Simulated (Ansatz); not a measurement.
# Be3VSn2: relaxing a made-up structure, part 2 of 2

Starting from a made-up structure for Be3VSn2, the aim is the relaxed cell, its shortest contacts and, where a second run follows, its electronic structure.

Ansatz 0.2.0; DFT, PBEsol, plane-wave PAW, files of the set soft_1, scalar-relativistic, ferromagnetic start, cell and ions relaxed at zero pressure; PAW set soft_1 (the session's first sound run).

So far: Starting point; Relaxation of the guess. The relaxed cell has a = 4.903, c = 12.065 Å (conventional setting).

### 3. Electronic structure of the relaxed cell

A second self-consistent run takes a narrower smearing and the mesh shown in its input; the bands follow along the standard path of the relaxed lattice.

This step: DFT, PBEsol, plane-wave PAW, files of the set soft_1, scalar-relativistic, no spin, bands and density of states at the relaxed cell; PAW set soft_1 (Ansatz 0.2.0).

File input.yaml:

```yaml
crystal:
  lattice:
    - [2.4513812035, 1.4153055976, 4.0218010993]
    - [-2.4513812035, 1.4153055976, 4.0218010993]
    - [0.0, -2.8306111957, 4.0218010991]
  atoms:
    - { symbol: Sn, position: [0.3707576679, 0.3707576679, 0.3707576679] }
    - { symbol: Sn, position: [0.6292423321, 0.6292423321, 0.6292423321] }
    - { symbol: V, position: [0.0, 0.0, 0.0] }
    - { symbol: Be, position: [0.0, 0.0, 0.5] }
    - { symbol: Be, position: [0.5, 0.0, 0.0] }
    - { symbol: Be, position: [0.0, 0.5, 0.0] }
kpoints:
  mp_grid: { grid: [8, 8, 8] }
  band_path:
    path:
      - [[0.0, 0.0, 0.0], [0.5, 0.0, 0.0], [0.5, 0.24922635, -0.24922635]]
      - [[0.75077365, 0.5, 0.24922635], [0.5, 0.5, 0.5], [0.0, 0.0, 0.0], [0.37461317, 0.0, -0.37461317]]
      - [[0.62538683, 0.37461317, 0.0], [0.5, 0.5, 0.0], [0.62538683, 0.62538683, 0.24922635], [0.5, 0.5, 0.5]]
      - [[0.5, 0.0, 0.0], [0.75077365, 0.37461317, 0.37461317]]
    npoints: 8
scf:
  occupations: { method: fermi_dirac, width: 0.03 }
  n_extra_bands: 10
hamiltonian:
  xc: pbesol
  pseudopotentials: { kind: paw, azcp: { folder: soft_1 }, xc_functional: pbe }
output:
  forces: true
  stress: true
  write_bands: true
  dos: { projected: true }
  write_density: true
  write_potential: true
  elf: true
  volumetric_format: npy
```

Launch:

```console
$ ansatz run input.yaml --threads 4 --pin off --max-ram 10240MiB --backend cpu --events-out ev --progress --plain --runs-dir out
```

Numbers of over 12 decimals in the logs are rounded to 6 here.

Log:

```text
[...]
Crystal: 6 atoms, lattice volume = 83.721 Å³
Basis set: ecut = 420 eV, 1639 PW (Γ), exchange–correlation on 72×72×72 points (8 copies of the dense FFT grid, shifted against one another)
Bands: 34, of which v1, the nominal top of the filled ones, is band 24 counted from 1 (23 counted from 0)
Symmetry: 12 space group operations
[...]
k-points: 65 of 512
[...]
SCF iter   1: F=—  HF=-15058.601010 eV  |F-HF|=—  |Δ(HF+E_count)|=         —  Δρ=1.28e-1  dr2=3.04e1  ethr=3.10e-3  ⟨swp⟩=6.4  Hψ=10438  notcnv=0  defer=2
[...]
SCF iter   8: F=-15054.728955 eV  HF=-15054.728955 eV  |F-HF|=1.65e-8  |Δ(HF+E_count)|=   1.42e-7  Δρ=6.25e-6  dr2=2.72e-8  ethr=2.13e-10  ⟨swp⟩=15.3  Hψ=17211  notcnv=0
SCF 1 converged in 8 iterations: F = -15054.728955 eV  dr2 = 2.72e-8
[...]
NSCF: frozen V_eff on 76 k-points
SCF converged after 8 iterations
Free energy (F): -15054.728955 eV
[...]
Internal energy: -15054.717656 eV  (E = F + TS)
E sigma→0 (E₀):  -15054.723305 eV
Entropy (-TS):   -0.011299 eV (-1.883 meV/atom)
Fermi energy:    11.961025 eV
[...]
--- Forces (eV/Å), atoms counted from 1 ---
  atom   1  Sn     0.00000000    -0.00000000     0.03287146
  atom   2  Sn    -0.00000000     0.00000000    -0.03287146
  atom   3  V     -0.00000000    -0.00000000     0.00000000
  atom   4  Be    -0.00000000    -0.00000000     0.00000000
  atom   5  Be     0.00000000     0.00000000     0.00000000
  atom   6  Be     0.00000000     0.00000000     0.00000000
  max |Σ_I F_I| component: 1.85e-17 eV/Å
--- Stress (GPa, compression-positive) ---
       -0.379461       0.000000      -0.000000
        0.000000      -0.379461      -0.000000
       -0.000000      -0.000000       0.743144
  P = ⅓ Tr σ = -0.0053 GPa (-0.053 kbar)
--- Band table (eV; the first three rows and the last of 65) ---
  k-point 0: bands = [... 20 lower, 10.1894, 10.1894, 11.2255, 11.3811, 11.3811, 11.8772, 13.7658, 13.7658, ... 6 higher]
  k-point 1: bands = [... 20 lower, 10.1473, 10.2577, 11.2862, 11.4801, 11.7660, 12.4575, 13.6772, 13.6959, ... 6 higher]
  k-point 2: bands = [... 20 lower, 10.1570, 10.5745, 11.1435, 11.7089, 12.3445, 13.2705, 13.7293, 14.8184, ... 6 higher]
  k-point 64: bands = [... 20 lower, 11.4475, 11.4475, 11.5993, 11.5993, 13.9394, 14.2255, 14.2255, 15.7851, ... 6 higher]
```

Run time: 3.6 s. Hardware: 4 threads of Intel Xeon at 2.60GHz (Ice Lake), shared host; peak memory 0.57 GiB; 13 s of CPU time.

This step gave:

| Quantity | Value |
| --- | --- |
| free energy | -15054.7290 eV |
| energy at zero smearing | -15054.7233 eV |
| smearing term TS | 0.01130 eV |
| Fermi energy | 11.96 eV |
| pressure | -0.005259 GPa |

From bands.tsv, the bands that come nearest the Fermi level along the path, at its corners, in eV from the Fermi level:

```
point  band 21  band 22  band 23  band 24  band 25  band 26  band 27  band 28
    Γ    -1.77    -1.77    -0.74    -0.58    -0.58    -0.08     1.80     1.80
    L    -2.08    -1.86    -0.61    -0.05     2.18     2.31     2.55     3.36
   B1    -1.41    -0.75    -0.14     1.22     1.72     1.82     2.51     3.81
    B    -1.41    -0.75    -0.14     1.22     1.72     1.82     2.51     3.81
    Z    -0.51    -0.51    -0.36    -0.36     1.98     2.26     2.26     3.82
    Γ    -1.77    -1.77    -0.74    -0.58    -0.58    -0.08     1.80     1.80
    X    -0.63    -0.48    -0.31     0.98     1.86     2.07     3.17     3.19
    Q    -0.63    -0.48    -0.31     0.98     1.86     2.07     3.17     3.19
    F    -0.36    -0.22    -0.03     1.30     2.00     3.79     3.86     4.10
   P1    -0.60    -0.55    -0.06     1.03     1.76     1.84     3.36     3.52
    Z    -0.51    -0.51    -0.36    -0.36     1.98     2.26     2.26     3.82
    L    -2.08    -1.86    -0.61    -0.05     2.18     2.31     2.55     3.36
    P    -0.60    -0.55    -0.06     1.03     1.76     1.84     3.36     3.52
```

States per cell as run, both spins, in windows of 1 eV, from dos.tsv (zero at the Fermi level):

```
from  to  total
  -8  -7   1.16
  -7  -6   0.80
  -6  -5   1.40
  -5  -4   1.62
  -4  -3   1.94
  -3  -2   1.90
  -2  -1   2.45
  -1   0   5.46
   0   1   1.54
   1   2   2.31
   2   3   3.20
   3   4   3.52
   4   5   2.72
```

A further 30.2 states lie below the table's range.

Valence density in the ac plane of the conventional cell at fractional y = 0.000, with atoms of Sn and V and Be within 0.2 Å of it. It is the smooth field of the valence electrons, not physical close to the nuclei.

Ten steps, logarithmic in the rise over the least value, from '0' (0 e/Å³) to '9' (13 e/Å³), each cell a mean:
```
97411111111268
43211100111124
11111000011111
11110000001111
11100000000111
00000111110000
21111111111112
75311111111246
98521111111379
87421111111268
43110111111124
11000000000001
11000000000011
64211111111135
98521111111368
97421111111368
54211111111135
11101111110011
00000111110000
11110000000111
11111000001111
21111000011112
65211111111136
98411111111269
```
Columns run along a (4.9 Å), rows up along c (12.1 Å), edges of the conventional cell, whose origin can differ from the input's. Atoms in or near the plane, at fractional coordinates: Sn at (0.00, 0.37), Sn at (0.00, 0.63), V at (0.00, 0.00), Be at (0.50, 0.50).

ELF in the ac plane of the conventional cell at fractional y = 0.000, with atoms of Sn and V and Be within 0.2 Å of it. It is the smooth field of the valence electrons, not physical close to the nuclei.

Values, 24 rows by 14 columns, each cell a mean:
```
0.68 0.57 0.27 0.20 0.35 0.36 0.30 0.29 0.33 0.37 0.27 0.18 0.45 0.65
0.31 0.26 0.26 0.40 0.46 0.39 0.30 0.28 0.34 0.44 0.45 0.31 0.24 0.29
0.46 0.52 0.60 0.61 0.52 0.39 0.29 0.26 0.33 0.46 0.57 0.62 0.56 0.48
0.75 0.74 0.65 0.44 0.34 0.35 0.34 0.34 0.35 0.34 0.37 0.55 0.71 0.75
0.61 0.58 0.45 0.31 0.33 0.45 0.50 0.50 0.48 0.39 0.30 0.38 0.53 0.60
0.38 0.38 0.37 0.39 0.45 0.52 0.54 0.55 0.53 0.49 0.41 0.38 0.38 0.38
0.29 0.31 0.35 0.39 0.41 0.44 0.47 0.47 0.46 0.43 0.40 0.37 0.32 0.29
0.13 0.21 0.30 0.36 0.37 0.38 0.40 0.40 0.39 0.37 0.37 0.33 0.25 0.16
0.01 0.06 0.24 0.34 0.38 0.39 0.42 0.43 0.40 0.38 0.37 0.30 0.14 0.01
0.04 0.12 0.27 0.36 0.43 0.48 0.55 0.56 0.51 0.45 0.40 0.31 0.19 0.06
0.25 0.28 0.32 0.38 0.45 0.47 0.41 0.38 0.45 0.47 0.42 0.34 0.29 0.26
0.28 0.28 0.29 0.32 0.35 0.19 0.03 0.02 0.09 0.30 0.35 0.30 0.29 0.28
0.28 0.29 0.31 0.35 0.39 0.27 0.11 0.08 0.18 0.36 0.37 0.32 0.29 0.29
0.19 0.24 0.31 0.38 0.46 0.51 0.53 0.52 0.53 0.49 0.42 0.34 0.28 0.21
0.01 0.07 0.25 0.35 0.42 0.45 0.50 0.52 0.47 0.43 0.39 0.30 0.15 0.02
0.02 0.09 0.25 0.34 0.38 0.37 0.40 0.41 0.38 0.37 0.37 0.30 0.17 0.04
0.21 0.26 0.31 0.37 0.38 0.39 0.41 0.42 0.40 0.38 0.38 0.34 0.28 0.23
0.31 0.33 0.36 0.39 0.43 0.47 0.50 0.50 0.49 0.45 0.41 0.38 0.34 0.32
0.44 0.43 0.39 0.37 0.43 0.52 0.55 0.55 0.54 0.48 0.39 0.37 0.41 0.44
0.69 0.66 0.51 0.31 0.29 0.40 0.45 0.45 0.43 0.34 0.28 0.41 0.61 0.68
0.71 0.72 0.68 0.53 0.41 0.35 0.31 0.29 0.33 0.38 0.46 0.62 0.72 0.72
0.31 0.37 0.48 0.57 0.53 0.40 0.29 0.26 0.34 0.47 0.56 0.53 0.42 0.33
0.46 0.34 0.22 0.31 0.42 0.38 0.30 0.28 0.34 0.41 0.38 0.23 0.27 0.42
0.70 0.63 0.32 0.18 0.33 0.35 0.31 0.29 0.33 0.36 0.24 0.19 0.51 0.69
```
Columns run along a (4.9 Å), rows up along c (12.1 Å), edges of the conventional cell, whose origin can differ from the input's. Atoms in or near the plane, at fractional coordinates: Sn at (0.00, 0.37), Sn at (0.00, 0.63), V at (0.00, 0.00), Be at (0.50, 0.50).

Electrostatic potential energy in the ac plane of the conventional cell at fractional y = 0.000, with atoms of Sn and V and Be within 0.2 Å of it. With pseudopotentials it is smooth inside the atoms' cores, unlike the true potential.

Ten even steps from '0' (-24 eV) to '9' (14 eV), each cell a mean:
```
00489999999710
35899999999974
99999999999999
99877899987799
99877999987899
99999999999999
67999999999987
32589999999732
96279999998439
73389999999526
35799865799863
89998400279998
78998610389998
23699987899842
95279999999528
85279999999527
23799999999852
89999999999998
99989999998999
99877899987789
99878899987899
89999999999998
13799999999851
00389999999600
```
Columns run along a (4.9 Å; values clipped at the 3rd and 97th percentile), rows up along c (12.1 Å), edges of the conventional cell, whose origin can differ from the input's. Atoms in or near the plane, at fractional coordinates: Sn at (0.00, 0.37), Sn at (0.00, 0.63), V at (0.00, 0.00), Be at (0.50, 0.50).

### 4. What came out

| Quantity | Value |
| --- | --- |
| space group, relaxed | R-3m |
| conventional cell | a = 4.903, b = 4.903, c = 12.065 Å; α = 90.0°, β = 90.0°, γ = 120.0° |
| volume per atom | 13.95 Å³ (guess 14.94) |
| total moment | 0.00 μB in the cell of 6 atoms |

Be3VSn2 relaxes to R-3m with a = 4.903, b = 4.903 and c = 12.065 Å. The guessed volume was 7 % too large. The space group R-3m was held in the relaxation, so the end point is a stationary structure within it and may be a saddle against distortions or other arrangements. The moments died out from this one start and weren't seeded again at the relaxed cell. Bands cross the Fermi level, so it is a metal or semimetal at this level. The electron count is odd, which forces that without spin polarisation or a larger cell. On the 8×8×8 mesh with the narrower smearing (relaxed on 7×7×7) the largest force component is 0.033 eV/Å and the largest stress component is 0.743 GPa, against the relaxation's thresholds of 0.015 eV/Å and 0.05 GPa. The cutoff wasn't tested. No dispersion term is used, so weakly bound directions may come out too long. Nothing here tests whether the compound is stable against decomposition.

[Logs are printed without paths, hosts, clocks, repeated set-up lines and the standing remarks that a program may print on its own settings, such as how far it seeks lower states.]

[Hosts, paths, dates, database ids (printed as entryN), source tags and the programs' standing remarks are cut or masked in the printed files.]
